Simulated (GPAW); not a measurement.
## Settings that the conductance of bicyclo[2.2.2]octane-1,4-dithiol between two Al chains needs

How do the numerical settings move the conductance of bicyclo[2.2.2]octane-1,4-dithiol between two Al chains?

Main program and level: GPAW 26.7.0; GPAW LCAO, PAW setups; Landauer transmission from Green's functions with principal layers (ASE), zero bias.

This is a report of a sequence of runs, with most program output left out.

## 1. Set-up

The cell holds 34 atoms: 12 Al, 2 S, 12 H and 8 C. Cell: a = 11.300 Å, b = 11.589 Å, c = 36.086 Å, α = 90.0°, β = 90.0°, γ = 90.0°. Regions: left lead, 6 atoms (6 Al); channel, 22 atoms (2 S, 12 H and 8 C); right lead, 6 atoms (6 Al). Vacuum lies along a and b. The structure is stacked along c, and the current runs across the ab planes.

## 2. Base settings

All settings start at ordinary values; they are then varied in turn, with meshes following the cell where its length changes.

The input, run.py:

```python
import json
import numpy as np
from ase import Atoms
from ase.transport.calculators import TransportCalculator
from gpaw import GPAW, FermiDirac
from gpaw.lcao.tools import get_lcao_hamiltonian
from scipy.linalg import eigh

# The junction with lead layers at both ends, along the third cell vector
device = Atoms(
    ['Al', 'Al', 'Al', 'Al', 'Al', 'Al', 'S', 'H', 'H', 'H', 'C', 'C', 'H', 'C', 'H', 'H', 'C', 'C', 'H', 'H', 'C', 'H', 'C', 'C', 'H', 'H', 'H', 'S', 'Al', 'Al', 'Al', 'Al', 'Al', 'Al'],
    positions=[
        [5.65007, 5.79471, 1.20000],
        [5.65007, 5.79471, 3.60000],
        [5.65007, 5.79471, 6.00000],
        [5.65007, 5.79471, 8.40000],
        [5.65007, 5.79471, 10.80000],
        [5.65007, 5.79471, 13.20000],
        [6.54719, 5.00895, 15.04872],
        [3.89126, 4.77360, 16.34431],
        [4.73661, 3.25002, 16.59600],
        [5.12692, 7.00890, 16.71240],
        [6.02061, 5.01180, 16.79424],
        [4.66864, 4.28760, 16.94819],
        [6.81470, 7.00851, 17.21307],
        [5.86908, 6.45844, 17.30520],
        [7.20740, 3.25137, 17.32994],
        [8.05013, 4.77652, 17.58153],
        [7.06991, 4.28866, 17.66230],
        [4.23021, 4.28868, 18.42341],
        [3.25000, 4.77656, 18.50418],
        [4.09271, 3.25139, 18.75577],
        [5.43107, 6.45844, 18.78052],
        [4.48547, 7.00853, 18.87265],
        [6.63149, 4.28758, 19.13751],
        [5.27953, 5.01181, 19.29147],
        [6.17324, 7.00889, 19.37332],
        [6.56350, 3.25000, 19.48970],
        [7.40888, 4.77357, 19.74140],
        [4.75294, 5.00896, 21.03699],
        [5.65007, 5.79471, 22.88571],
        [5.65007, 5.79471, 25.28571],
        [5.65007, 5.79471, 27.68571],
        [5.65007, 5.79471, 30.08571],
        [5.65007, 5.79471, 32.48571],
        [5.65007, 5.79471, 34.88571]],
    cell=[[11.30014, 0.0, 0.0], [0.0, 11.58942, 0.0], [0.0, 0.0, 36.08571]],
    pbc=True)

# One principal layer of the lead: the first 4 atoms of the device
lead = Atoms(
    ['Al', 'Al', 'Al', 'Al'],
    positions=[
        [5.65007, 5.79471, 1.20000],
        [5.65007, 5.79471, 3.60000],
        [5.65007, 5.79471, 6.00000],
        [5.65007, 5.79471, 8.40000]],
    cell=[[11.30014, 0.0, 0.0], [0.0, 11.58942, 0.0], [0.0, 0.0, 9.6]],
    pbc=True)

settings = dict(mode='lcao', basis='szp(dzp)', xc='LDA', h=0.2,
                occupations=FermiDirac(0.1), maxiter=250,
                mixer=dict(beta=0.1, nmaxold=8, weight=100.0),
                convergence=dict(density=0.0001))
energies = np.arange(-2, 2 + 1e-9, 0.05)
eta = 0.0001
n1, n2 = 1, 1
# k and -k transmit alike, so half of the mesh across the current serves
mesh = [(i, j) for i in range(n1) for j in range(n2) if (i, j) <= (-i % n1, -j % n2)]
weights = np.array([1 if (i, j) == (-i % n1, -j % n2) else 2 for i, j in mesh]) / (n1 * n2)

# [... helper functions left out ...]
fermi_lead = ground_state(lead, (1, 1, 12), 'lead.txt')
fermi_device = ground_state(device, (1, 1, 2), 'device.txt')
# [... loop over the mesh left out, but for ...]
        # Shift the lead onto the potential of the device's first layer
        shift = ((H[:, 0, 0] - H0[:, 0, 0]) / S0[0, 0]).real.mean()
# [...]
kT = 8.617333e-5 * 300
bias = [0.1, 0.2, 0.5, 1.0, 1.5, 2.0]
# [... integrals and printing left out ...]
```

Started as:

```
$ OMP_NUM_THREADS=1 OPENBLAS_NUM_THREADS=2 python run.py
```

Wall time 63 s (2 threads of Arm Neoverse V1, shared host); peak memory 1.6 GiB.

This step gave:

| Item | Value |
| --- | --- |
| conductance | 0.01168 G₀ |
| thermopower | 12.10 μV/K |
| largest coupling past the next principal layer | 1.26e-15 eV |
| largest misfit of the first principal layer | 0.03886 eV |
| shift that aligns the lead | -0.004902 eV |
| basis functions of the junction | 246 |
| basis functions of a principal layer | 36 |
| transmission at the Fermi level (one spin) | 0.01196 |

One spin. The transmission, zone mean by energy, zero at the Fermi level:

| energy (eV) | transmission, zone mean |
| --- | --- |
| -2.00 | 9.8e-5 |
| -1.85 | 3.5e-5 |
| -1.70 | 1.1e-5 |
| -1.60 | 4.0e-6 |
| -1.45 | 3.8e-7 |
| -1.30 | 0 |
| -1.15 | 0 |
| -1.05 | 0 |
| -0.90 | 0 |
| -0.75 | 0 |
| -0.60 | 0 |
| -0.50 | 0 |
| -0.35 | 0.00576 |
| -0.20 | 0.0101 |
| -0.05 | 0.0128 |
| 0.00 | 0.0120 |
| 0.05 | 0.0106 |
| 0.20 | 0.00574 |
| 0.35 | 0.00192 |
| 0.45 | 0.0168 |
| 0.50 | 0.0145 |
| 0.60 | 0.0143 |
| 0.75 | 0.0181 |
| 0.90 | 0.0219 |
| 1.05 | 0.0269 |
| 1.15 | 0.0307 |
| 1.30 | 0.0370 |
| 1.45 | 0.0440 |
| 1.60 | 0.0517 |
| 1.70 | 0.0570 |
| 1.85 | 0.0652 |
| 2.00 | 0.0731 |

Not self-consistent under bias; the bias window is split evenly. Table of current through one cell, from the zero-bias transmission by bias:

| bias (V) | current through one cell, from the zero-bias transmission (μA) |
| --- | --- |
| 0.100 | 0.0898 |
| 0.200 | 0.176 |
| 0.500 | 0.375 |
| 1.000 | 0.562 |
| 1.500 | 0.837 |
| 2.000 | 1.25 |

Couplings past the next layer reach 1.3e-15 eV, small enough to drop; the matrix elements of the cell's first layer differ from the bulk lead's by up to 0.039 eV. That layer keeps its own values in the calculation, and only beyond it is the lead taken as perfect. The Fermi levels of lead and junction count from different zeros of potential, one for each periodic cell; with both set to zero, the small remaining shift is what aligns them. By hand: G = 0.01168 × 77.48 μS = 0.905 μS, a resistance of 1105 kΩ; at 0.1 V a linear junction would pass 0.0905 μA, and the integral over the bias window gives 0.0898 μA. Mott's formula, S = -(π²/3)(k_B²T/e) d ln T/dE, has the prefactor 7.33 μV/K·eV at 300 K; T = 0.01280 at -0.05 eV and 0.01060 at 0.05 eV give a slope of -1.89 per eV and S = 13.8 μV/K, beside 12.1 μV/K from the thermal integral, which interpolates the same grid.

## 3. Varying the periods in a principal layer

A principal layer must be long enough that orbitals couple only to the neighbouring layers.

run.py: that of step 2 with these lines changed.

```diff
@@ -49,11 +49,9 @@
 
-# One principal layer of the lead: the first 4 atoms of the device
+# One principal layer of the lead: the first 2 atoms of the device
 lead = Atoms(
-    ['Al', 'Al', 'Al', 'Al'],
+    ['Al', 'Al'],
     positions=[
         [5.65007, 5.79471, 1.20000],
-        [5.65007, 5.79471, 3.60000],
-        [5.65007, 5.79471, 6.00000],
-        [5.65007, 5.79471, 8.40000]],
-    cell=[[11.30014, 0.0, 0.0], [0.0, 11.58942, 0.0], [0.0, 0.0, 9.6]],
+        [5.65007, 5.79471, 3.60000]],
+    cell=[[11.30014, 0.0, 0.0], [0.0, 11.58942, 0.0], [0.0, 0.0, 4.8]],
     pbc=True)
@@ -72,3 +70,3 @@
 # [... helper functions left out ...]
-fermi_lead = ground_state(lead, (1, 1, 12), 'lead.txt')
+fermi_lead = ground_state(lead, (1, 1, 23), 'lead.txt')
 fermi_device = ground_state(device, (1, 1, 2), 'device.txt')
```

Elapsed: 58 s, on 2 threads; peak memory 1.6 GiB.

This step gave:

```yaml
conductance: 0.01179 G₀
thermopower: 11.24 μV/K
largest_coupling_past_the_next_principal_layer: 0.08759 eV
largest_misfit_of_the_first_principal_layer: 0.01552 eV
shift_that_aligns_the_lead: -0.004903 eV
basis_functions_of_a_principal_layer: 18
transmission_at_the_fermi_level_one_spin: 0.01210
```

One spin. Table of transmission, zone mean by energy, zero at the Fermi level:

energy (eV), transmission, zone mean and a bar:
```
   -2.000     0.0001 
   -1.800     0.0000 
   -1.600     0.0000 
   -1.400     0.0000 
   -1.200     0.0000 
   -1.000     0.0000 
   -0.800     0.0000 
   -0.600     0.0000 
   -0.400     0.0000 
   -0.200     0.0099 ####
   -0.050     0.0128 #####
    0.000     0.0121 #####
    0.200     0.0058 ##
    0.400     0.0046 ##
    0.450     0.0161 #######
    0.600     0.0140 ######
    0.800     0.0186 ########
    1.000     0.0252 ##########
    1.200     0.0312 #############
    1.400     0.0408 #################
    1.600     0.0517 #####################
    1.800     0.0632 ##########################
    2.000     0.0741 ##############################
```

Not self-consistent under bias; the bias window is split evenly. Current through one cell, from the zero-bias transmission against bias:

| bias (V) | current through one cell, from the zero-bias transmission (μA) |
| --- | --- |
| 0.100 | 0.0906 |
| 0.200 | 0.177 |
| 0.500 | 0.376 |
| 1.000 | 0.563 |
| 1.500 | 0.832 |
| 2.000 | 1.23 |

The conductance, 0.0118 G₀, lies 1.0 % above that of the base run. Couplings past the next layer reach 0.088 eV, too large to drop without error; the matrix elements of the cell's first layer differ from the bulk lead's by up to 0.016 eV. That layer keeps its own values in the calculation, and only beyond it is the lead taken as perfect.

## 4. Periods in a principal layer

run.py: that of step 3 with these lines changed.

```diff
@@ -49,9 +49,10 @@
 
-# One principal layer of the lead: the first 2 atoms of the device
+# One principal layer of the lead: the first 3 atoms of the device
 lead = Atoms(
-    ['Al', 'Al'],
+    ['Al', 'Al', 'Al'],
     positions=[
         [5.65007, 5.79471, 1.20000],
-        [5.65007, 5.79471, 3.60000]],
-    cell=[[11.30014, 0.0, 0.0], [0.0, 11.58942, 0.0], [0.0, 0.0, 4.8]],
+        [5.65007, 5.79471, 3.60000],
+        [5.65007, 5.79471, 6.00000]],
+    cell=[[11.30014, 0.0, 0.0], [0.0, 11.58942, 0.0], [0.0, 0.0, 7.2]],
     pbc=True)
@@ -70,3 +71,3 @@
 # [... helper functions left out ...]
-fermi_lead = ground_state(lead, (1, 1, 23), 'lead.txt')
+fermi_lead = ground_state(lead, (1, 1, 16), 'lead.txt')
 fermi_device = ground_state(device, (1, 1, 2), 'device.txt')
```

Wall time 65 s (2 threads); peak memory 1.6 GiB.

This step gave:

```
conductance                                    : 0.01168 G₀
thermopower                                    : 12.10 μV/K
largest coupling past the next principal layer : 1.82e-4 eV
largest misfit of the first principal layer    : 0.03886 eV
shift that aligns the lead                     : -0.004902 eV
basis functions of a principal layer           : 27
transmission at the Fermi level (one spin)     : 0.01196
```

One spin. The transmission, zone mean by energy, zero at the Fermi level:

| energy (eV) | transmission, zone mean |
| --- | --- |
| -2.000 | 9.8e-5 |
| -1.800 | 2.4e-5 |
| -1.600 | 4.0e-6 |
| -1.400 | 4.5e-8 |
| -1.200 | 0 |
| -1.000 | 0 |
| -0.800 | 0 |
| -0.600 | 0 |
| -0.400 | 4.8e-11 |
| -0.200 | 0.0101 |
| -0.050 | 0.0128 |
| 0.000 | 0.0120 |
| 0.200 | 0.00574 |
| 0.400 | 0.00501 |
| 0.450 | 0.0168 |
| 0.600 | 0.0143 |
| 0.800 | 0.0192 |
| 1.000 | 0.0251 |
| 1.200 | 0.0327 |
| 1.400 | 0.0416 |
| 1.600 | 0.0517 |
| 1.800 | 0.0625 |
| 2.000 | 0.0731 |

Not self-consistent under bias; the bias window is split evenly. The current through one cell, from the zero-bias transmission by bias:

| bias (V) | current through one cell, from the zero-bias transmission (μA) |
| --- | --- |
| 0.100 | 0.0898 |
| 0.200 | 0.176 |
| 0.500 | 0.375 |
| 1.000 | 0.562 |
| 1.500 | 0.837 |
| 2.000 | 1.25 |

The conductance equals that of the base run to 0.2 %. Couplings past the next layer reach 1.8e-4 eV, small enough to drop; the matrix elements of the cell's first layer differ from the bulk lead's by up to 0.039 eV. That layer keeps its own values in the calculation, and only beyond it is the lead taken as perfect.

## 5. Periods in a principal layer

run.py: that of step 4 with these lines changed.

```diff
@@ -49,5 +49,5 @@
 
-# One principal layer of the lead: the first 3 atoms of the device
+# One principal layer of the lead: the first 5 atoms of the device
 lead = Atoms(
-    ['Al', 'Al', 'Al'],
+    ['Al', 'Al', 'Al', 'Al', 'Al'],
     positions=[
@@ -55,4 +55,6 @@
         [5.65007, 5.79471, 3.60000],
-        [5.65007, 5.79471, 6.00000]],
-    cell=[[11.30014, 0.0, 0.0], [0.0, 11.58942, 0.0], [0.0, 0.0, 7.2]],
+        [5.65007, 5.79471, 6.00000],
+        [5.65007, 5.79471, 8.40000],
+        [5.65007, 5.79471, 10.80000]],
+    cell=[[11.30014, 0.0, 0.0], [0.0, 11.58942, 0.0], [0.0, 0.0, 12.0]],
     pbc=True)
@@ -71,3 +73,3 @@
 # [... helper functions left out ...]
-fermi_lead = ground_state(lead, (1, 1, 16), 'lead.txt')
+fermi_lead = ground_state(lead, (1, 1, 10), 'lead.txt')
 fermi_device = ground_state(device, (1, 1, 2), 'device.txt')
```

The job ended after 64 s (2 threads; peak memory 1.7 GiB).

One spin. Table of transmission, zone mean by energy, zero at the Fermi level:

(Unchanged from step 2.)

The conductance equals that of the base run to 0.2 %. Couplings past the next layer reach 1.2e-15 eV, small enough to drop; the matrix elements of the cell's first layer differ from the bulk lead's by up to 0.15 eV. That layer keeps its own values in the calculation, and only beyond it is the lead taken as perfect.

## 6. Convergence in the periods in a principal layer

The runs and the base run on one axis.

This step: convergence of the conductance (GPAW 26.7.0).

The conductance by periods in a principal layer:

| periods in a principal layer | conductance (G₀) |
| --- | --- |
| 2.00 | 0.0118 |
| 3.00 | 0.0117 |
| 4.00 | 0.0117 |
| 5.00 | 0.0117 |

## 7. Varying the grid spacing

The real-space grid carries density and potential; a coarse one breaks translation symmetry along the lead and scatters electrons that should pass.

This step: GPAW LCAO, PAW setups; Landauer transmission from Green's functions with principal layers (ASE), zero bias (GPAW 26.7.0).

run.py: that of step 5 with these lines changed.

```diff
@@ -49,5 +49,5 @@
 
-# One principal layer of the lead: the first 5 atoms of the device
+# One principal layer of the lead: the first 4 atoms of the device
 lead = Atoms(
-    ['Al', 'Al', 'Al', 'Al', 'Al'],
+    ['Al', 'Al', 'Al', 'Al'],
     positions=[
@@ -56,8 +56,7 @@
         [5.65007, 5.79471, 6.00000],
-        [5.65007, 5.79471, 8.40000],
-        [5.65007, 5.79471, 10.80000]],
-    cell=[[11.30014, 0.0, 0.0], [0.0, 11.58942, 0.0], [0.0, 0.0, 12.0]],
+        [5.65007, 5.79471, 8.40000]],
+    cell=[[11.30014, 0.0, 0.0], [0.0, 11.58942, 0.0], [0.0, 0.0, 9.6]],
     pbc=True)
 
-settings = dict(mode='lcao', basis='szp(dzp)', xc='LDA', h=0.2,
+settings = dict(mode='lcao', basis='szp(dzp)', xc='LDA', h=0.3,
                 occupations=FermiDirac(0.1), maxiter=250,
@@ -73,3 +72,3 @@
 # [... helper functions left out ...]
-fermi_lead = ground_state(lead, (1, 1, 10), 'lead.txt')
+fermi_lead = ground_state(lead, (1, 1, 12), 'lead.txt')
 fermi_device = ground_state(device, (1, 1, 2), 'device.txt')
```

The job ended after 24 s (2 threads; peak memory 0.61 GiB).

This step gave:

```
conductance                                    : 0.01158 G₀
thermopower                                    : 11.88 μV/K
largest coupling past the next principal layer : 1.90e-15 eV
largest misfit of the first principal layer    : 0.03855 eV
shift that aligns the lead                     : -0.005053 eV
basis functions of a principal layer           : 36
transmission at the Fermi level (one spin)     : 0.01187
```

One spin. The transmission, zone mean by energy, zero at the Fermi level:

| energy (eV) | transmission, zone mean |
| --- | --- |
| -2.000 | 1.0e-4 |
| -1.800 | 2.5e-5 |
| -1.600 | 4.3e-6 |
| -1.400 | 5.0e-8 |
| -1.200 | 0 |
| -1.000 | 0 |
| -0.800 | 0 |
| -0.600 | 0 |
| -0.400 | 4.8e-11 |
| -0.200 | 0.0100 |
| -0.050 | 0.0127 |
| 0.000 | 0.0119 |
| 0.200 | 0.00575 |
| 0.400 | 0.00454 |
| 0.450 | 0.0156 |
| 0.600 | 0.0137 |
| 0.800 | 0.0190 |
| 1.000 | 0.0248 |
| 1.200 | 0.0323 |
| 1.400 | 0.0412 |
| 1.600 | 0.0511 |
| 1.800 | 0.0618 |
| 2.000 | 0.0725 |

Not self-consistent under bias; the bias window is split evenly. The current through one cell, from the zero-bias transmission by bias:

| bias (V) | current through one cell, from the zero-bias transmission (μA) |
| --- | --- |
| 0.100 | 0.0891 |
| 0.200 | 0.174 |
| 0.500 | 0.373 |
| 1.000 | 0.555 |
| 1.500 | 0.825 |
| 2.000 | 1.23 |

The conductance, 0.0116 G₀, lies 0.8 % below that of the base run.

## 8. Grid spacing: h = 0.26

run.py: that of step 7 with these lines changed.

```diff
@@ -60,3 +60,3 @@
 
-settings = dict(mode='lcao', basis='szp(dzp)', xc='LDA', h=0.3,
+settings = dict(mode='lcao', basis='szp(dzp)', xc='LDA', h=0.26,
                 occupations=FermiDirac(0.1), maxiter=250,
```

The job ended after 34 s (2 threads; peak memory 0.87 GiB).

Numbers from this step:

| Quantity | Value |
| --- | --- |
| conductance | 0.01168 G₀ |
| thermopower | 12.00 μV/K |
| largest coupling past the next principal layer | 1.29e-15 eV |
| largest misfit of the first principal layer | 0.03863 eV |
| shift that aligns the lead | -0.005028 eV |
| transmission at the Fermi level (one spin) | 0.01197 |

One spin. The transmission, zone mean by energy, zero at the Fermi level:

energy (eV), transmission, zone mean and a bar:
```
    -2.00     0.0001 
    -1.85     0.0000 
    -1.70     0.0000 
    -1.60     0.0000 
    -1.45     0.0000 
    -1.30     0.0000 
    -1.15     0.0000 
    -1.05     0.0000 
    -0.90     0.0000 
    -0.75     0.0000 
    -0.60     0.0000 
    -0.50     0.0000 
    -0.35     0.0057 ##
    -0.20     0.0101 ####
    -0.05     0.0128 #####
     0.00     0.0120 #####
     0.05     0.0106 ####
     0.20     0.0058 ##
     0.35     0.0019 #
     0.45     0.0164 #######
     0.50     0.0149 ######
     0.60     0.0140 ######
     0.75     0.0180 #######
     0.90     0.0218 #########
     1.05     0.0268 ###########
     1.15     0.0305 #############
     1.30     0.0368 ###############
     1.45     0.0439 ##################
     1.60     0.0515 #####################
     1.70     0.0568 #######################
     1.85     0.0650 ###########################
     2.00     0.0729 ##############################
```

Not self-consistent under bias; the bias window is split evenly. The current through one cell, from the zero-bias transmission by bias:

| bias (V) | current through one cell, from the zero-bias transmission (μA) |
| --- | --- |
| 0.100 | 0.0898 |
| 0.200 | 0.176 |
| 0.500 | 0.376 |
| 1.000 | 0.561 |
| 1.500 | 0.833 |
| 2.000 | 1.25 |

The conductance equals that of the base run to 0.2 %.

## 9. Grid spacing: h = 0.22

run.py: that of step 8 with these lines changed.

```diff
@@ -60,3 +60,3 @@
 
-settings = dict(mode='lcao', basis='szp(dzp)', xc='LDA', h=0.26,
+settings = dict(mode='lcao', basis='szp(dzp)', xc='LDA', h=0.22,
                 occupations=FermiDirac(0.1), maxiter=250,
```

Elapsed: 51 s, on 2 threads; peak memory 1.3 GiB.

The conductance equals that of the base run to 0.2 %.

## 10. Grid spacing: h = 0.16

run.py: that of step 9 with these lines changed.

```diff
@@ -60,3 +60,3 @@
 
-settings = dict(mode='lcao', basis='szp(dzp)', xc='LDA', h=0.22,
+settings = dict(mode='lcao', basis='szp(dzp)', xc='LDA', h=0.16,
                 occupations=FermiDirac(0.1), maxiter=250,
```

Wall time 2 min (2 threads); peak memory 3.2 GiB.

One spin. The transmission, zone mean by energy, zero at the Fermi level:

| energy (eV) | transmission, zone mean |
| --- | --- |
| -2.00 | 9.8e-5 |
| -1.85 | 3.5e-5 |
| -1.70 | 1.1e-5 |
| -1.60 | 4.0e-6 |
| -1.45 | 3.8e-7 |
| -1.30 | 0 |
| -1.15 | 0 |
| -1.05 | 0 |
| -0.90 | 0 |
| -0.75 | 0 |
| -0.60 | 0 |
| -0.50 | 0 |
| -0.35 | 0.00574 |
| -0.20 | 0.0101 |
| -0.05 | 0.0128 |
| 0.00 | 0.0119 |
| 0.05 | 0.0106 |
| 0.20 | 0.00572 |
| 0.35 | 0.00192 |
| 0.45 | 0.0169 |
| 0.50 | 0.0143 |
| 0.60 | 0.0144 |
| 0.75 | 0.0181 |
| 0.90 | 0.0219 |
| 1.05 | 0.0269 |
| 1.15 | 0.0307 |
| 1.30 | 0.0370 |
| 1.45 | 0.0440 |
| 1.60 | 0.0517 |
| 1.70 | 0.0570 |
| 1.85 | 0.0652 |
| 2.00 | 0.0731 |

The conductance, 0.0117 G₀, lies 0.2 % below that of the base run.

## 11. Grid spacing: h = 0.14

run.py: that of step 10 with these lines changed.

```diff
@@ -60,3 +60,3 @@
 
-settings = dict(mode='lcao', basis='szp(dzp)', xc='LDA', h=0.16,
+settings = dict(mode='lcao', basis='szp(dzp)', xc='LDA', h=0.14,
                 occupations=FermiDirac(0.1), maxiter=250,
```

It took 2.8 min on 2 threads; peak memory 4.7 GiB.

The conductance equals that of the base run to 0.2 %.

## 12. Convergence in the grid spacing

This step: convergence of the conductance (GPAW 26.7.0).

Table of conductance by grid spacing:

| grid spacing (Å) | conductance (G₀) |
| --- | --- |
| 0.1400 | 0.0117 |
| 0.1600 | 0.0117 |
| 0.2000 | 0.0117 |
| 0.2200 | 0.0117 |
| 0.2600 | 0.0117 |
| 0.3000 | 0.0116 |

(Part 1 of 3 ends here.)

[Logs are printed without paths, hosts, clocks, repeated set-up lines and the standing remarks that a program may print on its own settings, such as how far it seeks lower states.]

[Hosts, paths, dates, database ids (printed as entryN), source tags and the programs' standing remarks are cut or masked in the printed files.]
